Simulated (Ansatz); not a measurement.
# Ce3In: which shell does photoemission see at 21.2 and 100 eV? (LDA)

The valence band of Ce3In mixes several shells. Work out by hand which one leads the spectrum's area at each photon energy.

Filled states come from the projected DOS of Ansatz 0.2.0 (LDA+U, plane waves); cross sections σ and asymmetry parameters β are those of free atoms in a Dirac–Hartree–Slater calculation. A shell's area is states × σ × angular factor, which is 1 − β·P₂(cos θ)/2 for unpolarised light, with θ = 90° from the beam and P₂ = -0.500.

**At 21.2 eV** (states counted from 11.2 eV below the zero; other shells add 1.1 to the products' sum of 32):

| shell | filled states a cell | cross section (Mb an electron) | β | angular factor | product | share by hand (%) | share in the simulated spectrum (%) |
| --- | --- | --- | --- | --- | --- | --- | --- |
| Ce 5p | 0.00 | 0 | 0.00 | 1.00 | 0 | 0 | 0 |
| Ce 5d | 7.05 | 3.59 | 0.74 | 1.19 | 30 | 94 | 94 |
| Ce 4f | 3.11 | 0.192 | 1.79 | 1.45 | 0.864 | 3 | 3 |
| In 4d | 0.01 | 0 | 0.00 | 1.00 | 0 | 0 | 0 |

**At 100 eV** (states counted from 20.3 eV below the zero; other shells add 0.083 to the products' sum of 6.49):

| shell | filled states a cell | cross section (Mb an electron) | β | angular factor | product | share by hand (%) | share in the simulated spectrum (%) |
| --- | --- | --- | --- | --- | --- | --- | --- |
| Ce 5p | 17.36 | 0.0548 | -0.12 | 0.97 | 0.923 | 14 | 14 |
| Ce 5d | 7.37 | 0.0121 | 0.88 | 1.22 | 0.109 | 2 | 2 |
| Ce 4f | 3.13 | 0.985 | 0.41 | 1.10 | 3.4 | 52 | 53 |
| In 4d | 9.97 | 0.133 | 1.96 | 1.49 | 1.97 | 30 | 30 |

Ce 5d leads at 21.2 eV and Ce 4f at 100 eV. Between the two energies σ of Ce 5d changes by a factor 0.0034 and that of Ce 4f by 5.1, so their ratio moves 1525-fold in favour of the second. The simulated spectrum uses the same rule on the energy-resolved DOS, so the two share columns agree within a few points.

Only crystals where the two columns agree within 4 points and the lead is clear are worked in this form. Free-atom cross sections ignore the solid's final states, no escape depth or background enters, and the count of states a shell hangs on the projection.
